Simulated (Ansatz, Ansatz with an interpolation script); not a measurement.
# SnO2 (Cassiterite): quasiparticle bands by Wannier interpolation, part 2 of 2

Wanted: quasiparticle gap and band widths of SnO2 (Cassiterite) over the whole zone.

Ansatz 0.2.0; LDA, Wannier functions and G0W0, plane waves, PAW. Known limits of the many-body steps: not at the basis limit; no spin-orbit coupling.

So far. Step 2 (LDA bands): The gap is direct, at Γ. Step 3 (Wannier functions (O:2p Sn:5s Sn:5p) on 8×8×12): Near the gap the model misses directly solved bands by 0.7 meV r.m.s. and by 8 meV at most in the window tested. This tests the starting bands, not the corrections carried with them.

### Step 4. G0W0 at every point of the mesh: 4×4×6 mesh, 328 empty bands, screening to 160 eV, PAW set soft_1 files

G0W0 replaces the xc potential by the self-energy, built once from these orbitals. Only a window of levels is corrected, while the sums run over the empty bands that the input names.

This step: G0W0 on LDA, plane waves, PAW; PAW set soft_1.

The input, input.yaml:

```yaml
crystal:
  lattice:
    - [4.738, 0.0, 0.0]
    - [0.0, 4.738, 0.0]
    - [0.0, 0.0, 3.1865]
  atoms:
    - { symbol: Sn, position: [0.0, 0.0, 0.0] }
    - { symbol: Sn, position: [0.5, 0.5, 0.5] }
    - { symbol: O, position: [0.3071, 0.3071, 0.0] }
    - { symbol: O, position: [0.1929, 0.8071, 0.5] }
    - { symbol: O, position: [0.6929, 0.6929, 0.0] }
    - { symbol: O, position: [0.8071, 0.1929, 0.5] }
kpoints:
  mp_grid: { grid: [4, 4, 6] }
hamiltonian:
  xc: lda
  pseudopotentials: { kind: paw, azcp: { folder: soft_1 }, xc_functional: pbe }
scf:
  occupations: { method: fixed }
gw:
  n_empty_bands: 328
  ecut_chi: 160.0
  qp_bands: [v12, c2]
  screening: { model: contour_deformation }
```

Run with:

```sh
> ansatz run input.yaml --threads 3 --pin off --max-ram 92160MiB --backend cuda --events-out ev --progress --plain --runs-dir out --devices 1 --max-vram 13GiB
```

Numbers of over 12 decimals in the logs are rounded to 6 here.

Output:

```text
GPUs: using 1 of 1 available (devices: 1).
[...]
GPU FFT provider: cuFFT
GPU libraries: cuBLAS 13.8.2, cuFFT 12.4.0, cuSOLVER 12.3.4
Crystal: 6 atoms, lattice volume = 71.533 Å³
Basis set: ecut = 420 eV, 1411 PW (Γ)
Bands: 32, of which v1, the nominal top of the filled ones, is band 26 counted from 1 (25 counted from 0)
Symmetry: 16 space group operations
[...]
k-points: 24 of 96
[...]
GPU buffer pool allocated for 24576 grid points (all kernels)
[...]
SCF iter   1: F=—  HF=-13981.254502 eV  |F-HF|=—  |Δ(HF+E_count)|=         —  Δρ=6.92e-2  dr2=2.59e0  ethr=3.10e-3  ⟨swp⟩=4.0  Hψ=2980  notcnv=0  defer=94
[...]
SCF iter   7: F=-13980.536036 eV  HF=-13980.536036 eV  |F-HF|=3.32e-9  |Δ(HF+E_count)|=   2.05e-7  Δρ=8.90e-6  dr2=6.65e-8  ethr=1.92e-10  ⟨swp⟩=8.3  Hψ=3650  notcnv=0
SCF 1 converged in 7 iterations: F = -13980.536036 eV  dr2 = 6.65e-8
[...]
G₀W₀ screening: q 1/24
[... further progress lines ...]
SCF converged after 7 iterations
Free energy (F): -13980.536036 eV
[...]
Internal energy: -13980.536036 eV  (E = F + TS)
E sigma→0 (E₀):  -13980.536036 eV
Fermi energy:    9.195688 eV
[...]
--- Band table (eV; the first three rows and the last of 24) ---
  k-point 0: bands = [... 22 lower, 7.9417, 8.3984, 8.3984, 9.1957, 10.3352, 15.1099, 15.3133, 15.3133, ... 2 higher]
  k-point 1: bands = [... 22 lower, 7.0014, 8.4215, 8.4215, 8.9595, 11.8325, 15.6187, 16.4020, 16.4020, ... 2 higher]
  k-point 2: bands = [... 22 lower, 6.7278, 8.1876, 8.1876, 8.3252, 13.8573, 15.9276, 17.7698, 18.3727, ... 2 higher]
  k-point 23: bands = [... 22 lower, 8.2012, 8.2012, 8.3526, 8.3526, 13.9137, 13.9137, 17.8003, 17.8003, ... 2 higher]
--- G₀W₀: contour deformation, 7 samples at zero and on the imaginary axis and 3 off it, 96 q-points, 328 empty bands' worth ---
  eigenvalues of the whole cell's RPA ε∞ on this k-mesh (on a slab, of 1 + 4πα/V) = 4.5377, 4.5377, 4.7332; static W/v taken at q = 0 is 0.217293
    ik  band        ε_KS         Σx   Σc(E_QP)       V_xc       Z   E_QP_lin       E_QP  E_QP is
     0    15      0.9716   -24.7367     5.2898   -18.7031  0.7282     0.2383     0.2279  root
     0    16      5.0466   -24.2698     4.8984   -18.6249  0.7124     4.2849     4.3002  root
     0    17      5.0466   -24.2698     4.8984   -18.6249  0.7124     4.2849     4.3002  root
     0    18      5.1479   -24.5128     4.7142   -19.0595  0.7258     4.3937     4.4089  root
     0    19      6.0172   -24.1356     5.5058   -17.6479  0.7159     4.9982     5.0352  root
     0    20      7.0943   -25.5882     4.1953   -20.7927  0.7488     6.4870     6.4941  root
     0    21      7.2284   -27.1234     4.1250   -22.3491  0.7568     6.5710     6.5792  root
     0    22      7.9417   -26.8087     4.1219   -22.0526  0.7573     7.3004     7.3075  root
     0    23      7.9417   -26.8087     4.1219   -22.0526  0.7573     7.3004     7.3075  root
     0    24      8.3984   -26.3503     4.7815   -20.8793  0.7471     7.6998     7.7091  root
     0    25      8.3984   -26.3503     4.7815   -20.8793  0.7471     7.6998     7.7091  root
     0    26      9.1957   -27.0914     5.1129   -21.2247  0.7480     8.4310     8.4419  root
     0    27     10.3352   -14.7429    -3.4960   -19.1677  0.8195    11.2742    11.2640  root
     0    28     15.1099   -12.2402    -4.8557   -18.4118  0.8010    16.4579    16.4259  root
[...]
23    24      8.2012   -26.2371     4.9767   -20.4821  0.7449     7.4101     7.4230  root
    23    25      8.3526   -26.5332     5.2902   -20.4104  0.7417     7.5047     7.5200  root
    23    26      8.3526   -26.5332     5.2902   -20.4104  0.7417     7.5047     7.5200  root
    23    27     13.9137   -13.4744    -4.4594   -19.2489  0.8076    15.2534    15.2288  root
    23    28     13.9137   -13.4744    -4.4594   -19.2489  0.8076    15.2534    15.2288  root
```

Wall time 70 s (1 × NVIDIA H100 80GB HBM3 (shared by 6 runs) with 3 threads of AMD EPYC 7R13 (Zen 3), shared host); peak memory 1.4 GiB; 1.9 min of CPU time.

Numbers from this step:

| Quantity | Value |
| --- | --- |
| bands summed | 354 |
| RPA ε∞ on this mesh (eigenvalues) | 4.538, 4.538, 4.733 |
| plane waves in the screening matrix | 315 |
| q-points in the mesh | 96 |
| G0W0 gap on the mesh | 2.822 eV |
| k of the valence top | 0, 0, 0 |
| k of the conduction bottom | 0, 0, 0 |
| starting gap on the mesh | 1.139 eV |
| Z at the valence top | 0.7480 |
| Z at the conduction bottom | 0.8195 |
| least direct G0W0 gap on the computed points | 2.822 eV |

The gap on the mesh goes from 1.14 eV to 2.82 eV, a correction of +1.68 eV. Between the two edge states, bare exchange in place of the xc potential would open the gap by 10.29 eV, and correlation takes back 8.61 eV.

### Step 5. Interpolating the corrections

A script adds the corrections, carried to the Wannier functions and back, to the LDA levels, along the path and on a 13×13×18 mesh.

```
G0W0 gap over the zone     : 2.822 eV
valence top at             : Γ
conduction bottom at       : Γ
starting gap over the zone : 1.14 eV
least direct G0W0 gap      : 2.822 eV
G0W0 gap on the mesh       : 2.822 eV
valence width, start       : 8.275 eV
valence width, G0W0        : 8.234 eV
gap by a rigid shift       : 2.823 eV
```

Levels solved directly plus the interpolated quasiparticle correction. Limits: finite bands, cutoff and mesh; no spin-orbit coupling. The quasiparticle bands at the labelled points (eV, zero at the valence-band top of each set):

| point | band 23 | band 24 | band 25 | band 26 | band 27 |
| --- | --- | --- | --- | --- | --- |
| Γ | -1.13 | -0.73 | -0.73 | 0.00 | 2.82 |
| halfway | -1.11 | -1.08 | -0.70 | -0.31 | 4.18 |
| X | -1.07 | -1.07 | -0.64 | -0.64 | 6.24 |
| halfway | -1.15 | -1.15 | -0.83 | -0.83 | 6.47 |
| M | -1.23 | -1.23 | -1.00 | -1.00 | 6.70 |
| halfway | -1.18 | -1.07 | -0.84 | -0.53 | 5.04 |
| Γ | -1.13 | -0.73 | -0.73 | 0.00 | 2.82 |
| halfway | -2.46 | -0.84 | -0.84 | -0.57 | 5.67 |
| Z | -1.86 | -1.86 | -1.38 | -1.38 | 8.24 |
| halfway | -1.56 | -1.56 | -1.18 | -1.18 | 8.36 |
| R | -1.20 | -1.20 | -0.59 | -0.59 | 8.56 |
| halfway | -1.07 | -1.07 | -1.02 | -1.02 | 7.45 |
| A | -1.02 | -1.02 | -0.92 | -0.92 | 6.79 |
| halfway | -1.38 | -1.38 | -1.15 | -0.84 | 7.66 |
| Z | -1.86 | -1.86 | -1.38 | -1.38 | 8.24 |
| jump to X | -1.07 | -1.07 | -0.64 | -0.64 | 6.24 |
| halfway | -1.25 | -1.25 | -0.85 | -0.85 | 7.54 |
| R | -1.20 | -1.20 | -0.59 | -0.59 | 8.56 |
| jump to M | -1.23 | -1.23 | -1.00 | -1.00 | 6.70 |
| halfway | -0.96 | -0.96 | -0.82 | -0.82 | 7.09 |
| A | -1.02 | -1.02 | -0.92 | -0.92 | 6.79 |

The same for LDA:

| point | band 23 | band 24 | band 25 | band 26 | band 27 |
| --- | --- | --- | --- | --- | --- |
| Γ | -1.25 | -0.80 | -0.80 | 0.00 | 1.14 |
| X | -1.21 | -1.21 | -0.65 | -0.65 | 4.29 |
| M | -1.33 | -1.33 | -0.91 | -0.91 | 4.66 |
| Γ | -1.25 | -0.80 | -0.80 | 0.00 | 1.14 |
| Z | -1.70 | -1.70 | -1.28 | -1.28 | 6.02 |
| R | -1.12 | -1.12 | -0.72 | -0.72 | 6.29 |
| A | -0.99 | -0.99 | -0.84 | -0.84 | 4.72 |
| Z | -1.70 | -1.70 | -1.28 | -1.28 | 6.02 |
| X | -1.21 | -1.21 | -0.65 | -0.65 | 4.29 |
| R | -1.12 | -1.12 | -0.72 | -0.72 | 6.29 |
| M | -1.33 | -1.33 | -0.91 | -0.91 | 4.66 |
| A | -0.99 | -0.99 | -0.84 | -0.84 | 4.72 |

Minima of the lowest conduction band, from levels solved directly at the displaced points, plus the interpolated correction; masses are left empty at degenerate points, on flat bands and where the interpolated correction rules the curvature; G0W0 masses are rough. Conduction valleys, by row:

| point | k (reciprocal lattice) | valleys in the zone | G0W0 level above the valence top (eV) | LDA level above the valence top (eV) | G0W0 principal masses (m_e) | LDA principal masses (m_e) |
| --- | --- | --- | --- | --- | --- | --- |
| Γ | 0.000 0.000 0.000 | 1 | 2.822 | 1.14 | 0.191 0.235 0.235 | 0.181 0.205 0.205 |

Second differences of levels solved directly at the displaced points, plus the interpolated correction, at the quasiparticle band edges; no spin-orbit coupling; left empty where the band is flat or the interpolated correction rules the curvature. Effective masses, by row:

| carrier | point | Cartesian direction | band | LDA mass (m_e) | G0W0 mass (m_e) |
| --- | --- | --- | --- | --- | --- |
| hole | Γ | 100 | 26 | 1.244 | 1.16 |
| hole | Γ | 010 | 26 | 1.244 | 1.16 |
| hole | Γ | 001 | 26 | 1.701 | 1.518 |
| hole | Γ | 110 | 26 | 1.244 | 1.159 |
| hole | Γ | 111 | 26 | 1.366 | 1.259 |
| electron | Γ | 100 | 27 | 0.204 | 0.234 |
| electron | Γ | 010 | 27 | 0.204 | 0.234 |
| electron | Γ | 001 | 27 | 0.18 | 0.19 |
| electron | Γ | 110 | 27 | 0.204 | 0.234 |
| electron | Γ | 111 | 27 | 0.196 | 0.218 |

Corrections by starting level (eV, on the run's own energy scale, so only their differences matter):

| start | correction |
| --- | --- |
| -8.27 | −0.72 |
| -7.27 | −0.66 |
| -5.49 | −0.74 |
| -4.58 | −0.75 |
| -4.01 | −0.76 |
| -3.44 | −0.72 |
| -2.95 | −0.70 |
| -2.47 | −0.96 |
| -1.79 | −0.68 |
| -1.41 | −0.79 |
| -1.15 | −0.79 |
| -0.94 | −0.80 |
| -0.77 | −0.70 |
| -0.30 | −0.77 |
| 2.64 | +1.04 |
| 5.31 | +1.38 |
| 6.73 | +1.56 |

### Step 6. LDA+SOC bands, for comparison

The many-body steps leave out spin-orbit coupling, so its effect is taken from a two-component run, with twice the bands.

This step: DFT, LDA with spin-orbit coupling, plane waves, PAW; PAW set soft_1.

The input, input.yaml:

```yaml
crystal:
  lattice:
    - [4.738, 0.0, 0.0]
    - [0.0, 4.738, 0.0]
    - [0.0, 0.0, 3.1865]
  atoms:
    - { symbol: Sn, position: [0.0, 0.0, 0.0] }
    - { symbol: Sn, position: [0.5, 0.5, 0.5] }
    - { symbol: O, position: [0.3071, 0.3071, 0.0] }
    - { symbol: O, position: [0.1929, 0.8071, 0.5] }
    - { symbol: O, position: [0.6929, 0.6929, 0.0] }
    - { symbol: O, position: [0.8071, 0.1929, 0.5] }
kpoints:
  mp_grid: { grid: [4, 4, 6] }
  band_path:
    path:
      - [[0.0, 0.0, 0.0], [0.0, 0.5, 0.0], [0.5, 0.5, 0.0], [0.0, 0.0, 0.0], [0.0, 0.0, 0.5], [0.0, 0.5, 0.5], [0.5, 0.5, 0.5], [0.0, 0.0, 0.5]]
      - [[0.0, 0.5, 0.0], [0.0, 0.5, 0.5]]
      - [[0.5, 0.5, 0.0], [0.5, 0.5, 0.5]]
    npoints: 10
hamiltonian:
  xc: lda
  pseudopotentials: { kind: paw_fr, azcp: { folder: soft_1 }, xc_functional: pbe }
scf:
  occupations: { method: fermi_dirac, width: 0.02 }
  n_extra_bands: 12
magnetization:
  noncollinear: true
  spin_orbit: true
output:
  eigenvalues: true
```

Output:

```text
[...]
GPUs: using 1 of 1 available (devices: 1).
[...]
non-collinear run that drives no moment, with spin-orbit: no starting moment large enough to seed its density (crystal.atoms[].spin), no starting occupations that ask for one, no magnetisation constraint and no magnetic field, so the semilocal B_xc is pinned to zero
[...]
GPU FFT provider: cuFFT
GPU libraries: cuBLAS 13.8.2, cuFFT 12.4.0, cuSOLVER 12.3.4
Crystal: 6 atoms, lattice volume = 71.533 Å³
Basis set: ecut = 420 eV, 1411 PW (Γ)
Bands: 64, of which v1, the nominal top of the filled ones, is band 52 counted from 1 (51 counted from 0)
Symmetry: 16 space group operations + 16 with time reversal
[...]
k-points: 24 of 96
Projection manifold: j_resolved (fully-relativistic pseudo-atomic orbitals)
[...]
GPU buffer pool allocated for 24576 grid points (all kernels)
[...]
SCF iter   1: F=—  HF=-13985.339648 eV  |F-HF|=—  |Δ(HF+E_count)|=         —  Δρ=6.95e-2  dr2=2.60e0  dr2_m=0.00e0 (ungated)  ethr=3.10e-3  |M|=0.00e0 ∫|m|=0.00e0 μB  |m|>n=0.0e0 m-floor=0.0e0 τ_xc=0.0e0  β_m=0.30  ⟨swp⟩=6.8  Hψ=3728  notcnv=0  defer=4
[...]
spin=Noncollinear: Resta preconditioning applied to the charge; magnetization (m_x, m_y, m_z) channels mix plain (no charge-response kernel on spin).
SCF iter   2: F=—  HF=-13984.887444 eV  |F-HF|=—  |Δ(HF+E_count)|=   4.52e-1  Δρ=4.50e-2  dr2=9.79e-1  dr2_m=0.00e0 (ungated)  ethr=3.10e-3  |M|=0.00e0 ∫|m|=0.00e0 μB  |m|>n=0.0e0 m-floor=0.0e0 τ_xc=0.0e0  β_m=0.52  ⟨swp⟩=2.0  Hψ=953  notcnv=0  defer=154
[...]
SCF iter   8: F=-13984.616709 eV  HF=-13984.616709 eV  |F-HF|=1.44e-10  |Δ(HF+E_count)|=   2.72e-8  Δρ=1.84e-6  dr2=2.83e-9  dr2_m=0.00e0 (ungated)  ethr=1.92e-10  |M|=0.00e0 ∫|m|=0.00e0 μB  |m|>n=0.0e0 m-floor=0.0e0 τ_xc=0.0e0  ⟨swp⟩=11.2  Hψ=2704  notcnv=0
SCF 1 converged in 8 iterations: F = -13984.616709 eV  dr2 = 2.83e-9
[...]
SCF converged after 8 iterations
Magnetization: |M| = 0.0000 μB,  M = (+0.0000, +0.0000, +0.0000) μB
Absolute magnetization: 0.0000 μB (∫|m|)
  site 0: m = (+0.0000, +0.0000, +0.0000) μB, |m| = 0.0000 μB  (R = 0.85 Å)
  site 1: m = (+0.0000, +0.0000, +0.0000) μB, |m| = 0.0000 μB  (R = 0.85 Å)
  site 2: m = (+0.0000, +0.0000, +0.0000) μB, |m| = 0.0000 μB  (R = 0.85 Å)
  site 3: m = (+0.0000, +0.0000, +0.0000) μB, |m| = 0.0000 μB  (R = 0.85 Å)
  site 4: m = (+0.0000, +0.0000, +0.0000) μB, |m| = 0.0000 μB  (R = 0.85 Å)
  site 5: m = (+0.0000, +0.0000, +0.0000) μB, |m| = 0.0000 μB  (R = 0.85 Å)
Free energy (F): -13984.616709 eV
[...]
Internal energy: -13984.616709 eV  (E = F + TS)
E sigma→0 (E₀):  -13984.616709 eV
Fermi energy:    9.765388 eV
[...]
--- Band table (eV; the first three rows and the last of 24) ---
  k-point 0: bands = [... 48 lower, 8.4079, 8.4079, 9.1921, 9.1921, 10.3387, 10.3387, 15.1137, 15.1137, ... 8 higher]
  k-point 1: bands = [... 48 lower, 8.4256, 8.4256, 8.9560, 8.9560, 11.8335, 11.8335, 15.6216, 15.6216, ... 8 higher]
  k-point 2: bands = [... 48 lower, 8.1845, 8.1845, 8.3219, 8.3219, 13.8583, 13.8583, 15.9291, 15.9291, ... 8 higher]
  k-point 23: bands = [... 48 lower, 8.3494, 8.3494, 8.3494, 8.3494, 13.9114, 13.9114, 13.9114, 13.9114, ... 8 higher]
```

Run time: 15 s. Hardware: 1 × NVIDIA H100 80GB HBM3 (shared by 6 runs) with 3 threads; peak memory 1.1 GiB; 17 s of CPU time.

This step gave:

```
filled bands         : 52
gap                  : 1.147 eV
valence top at       : Γ
conduction bottom at : Γ
least direct gap     : 1.147 eV
```

The gap stands +0.01 eV against LDA.

Electronic bands along the path, in eV, zero at the top of the highest nominally filled band:

| point | band 49 | band 50 | band 51 | band 52 | band 53 | band 54 | band 55 | band 56 |
| --- | --- | --- | --- | --- | --- | --- | --- | --- |
| Γ | -0.78 | -0.78 | 0.00 | 0.00 | 1.15 | 1.15 | 5.92 | 5.92 |
| halfway | -0.76 | -0.76 | -0.30 | -0.30 | 2.44 | 2.44 | 5.49 | 5.49 |
| X | -0.65 | -0.65 | -0.65 | -0.65 | 4.29 | 4.29 | 4.29 | 4.29 |
| halfway | -0.79 | -0.79 | -0.79 | -0.79 | 4.47 | 4.47 | 4.47 | 4.47 |
| M | -0.91 | -0.91 | -0.91 | -0.91 | 4.67 | 4.67 | 4.67 | 4.67 |
| halfway | -0.85 | -0.85 | -0.49 | -0.49 | 3.21 | 3.21 | 5.23 | 5.23 |
| Γ | -0.78 | -0.78 | 0.00 | 0.00 | 1.15 | 1.15 | 5.92 | 5.92 |
| halfway | -0.85 | -0.85 | -0.51 | -0.51 | 3.71 | 3.71 | 6.72 | 6.72 |
| Z | -1.28 | -1.28 | -1.28 | -1.28 | 6.02 | 6.02 | 6.02 | 6.02 |
| halfway | -1.15 | -1.15 | -1.14 | -1.14 | 6.12 | 6.12 | 6.14 | 6.14 |
| R | -0.72 | -0.72 | -0.71 | -0.71 | 6.29 | 6.29 | 6.31 | 6.31 |
| halfway | -1.00 | -1.00 | -0.99 | -0.99 | 5.30 | 5.30 | 5.35 | 5.35 |
| A | -0.84 | -0.84 | -0.84 | -0.84 | 4.72 | 4.72 | 4.72 | 4.72 |
| halfway | -1.06 | -1.06 | -1.01 | -1.01 | 5.50 | 5.50 | 6.02 | 6.02 |
| Z | -1.28 | -1.28 | -1.28 | -1.28 | 6.02 | 6.02 | 6.02 | 6.02 |
| jump to X | -0.65 | -0.65 | -0.65 | -0.65 | 4.29 | 4.29 | 4.29 | 4.29 |
| halfway | -0.85 | -0.85 | -0.84 | -0.84 | 5.41 | 5.41 | 5.42 | 5.42 |
| R | -0.72 | -0.72 | -0.71 | -0.71 | 6.29 | 6.29 | 6.31 | 6.31 |
| jump to M | -0.91 | -0.91 | -0.91 | -0.91 | 4.67 | 4.67 | 4.67 | 4.67 |
| halfway | -0.88 | -0.88 | -0.88 | -0.88 | 4.98 | 4.98 | 4.98 | 4.98 |
| A | -0.84 | -0.84 | -0.84 | -0.84 | 4.72 | 4.72 | 4.72 | 4.72 |

### Step 7. What came out

* LDA gap: 1.14 eV
* G0W0 gap over the zone: 2.82 eV, direct
* least direct G0W0 gap, in the model: 2.82 eV
* with the spin-orbit change: 2.83 eV
* GW settings: 4×4×6 mesh, 328 empty bands, screening to 160 eV, PAW set soft_1 files
* known limits: not at the basis limit; no spin-orbit coupling

The Wannier model follows the LDA bands to under 1 meV r.m.s. near the gap. The G0W0 gap over the zone is 2.82 eV, direct, from Γ to Γ; on the mesh alone it is 2.82 eV, nearly the same. The valence width in the model goes from 8.27 eV to 8.23 eV. At the band edge the lightest electron mass is 0.18 m_e at the start and 0.19 m_e in G0W0; the G0W0 masses rest on corrections from the 4×4×6 mesh alone and are rough. LDA+SOC gives a gap of 1.15 eV on the same path, a spin-orbit change of +0.01 eV that would bring the G0W0 gap to 2.83 eV. Against experiment, by G0W0@LDA with the spin-orbit change: the gap of 2.83 eV lies −0.77 eV from the measured 3.6 eV (kind not stated, quoted 2022). The calculation has static nuclei and no excitons; a measured gap holds zero-point and thermal motion, which mostly lowers it. Against the values above the computed gap that would widen the miss. An edge that is forbidden or weak in absorption could explain it, and so could too strong a screening: the start's gap is only 1.14 eV, and one shot does not repair that. Bands and cutoff are finite, so the gap is not at the basis limit. The miss can reach some tenths of an eV and take either sign; the mesh is an error of its own. Above the frozen window of the model the interpolated levels need not meet the computed ones, even at points of the mesh.

[Paths, hosts, dates, memory and timing lines, banners, echoed tables and standing remarks are left out of the program output.]

[Logs are printed without paths, hosts, clocks, repeated set-up lines and the standing remarks that a program may print on its own settings, such as how far it seeks lower states.]

[Runs of the session that timed out or met a known fault of the program may be left out.]

[Hosts, paths, dates, database ids (printed as entryN), source tags and the programs' standing remarks are cut or masked in the printed files.]
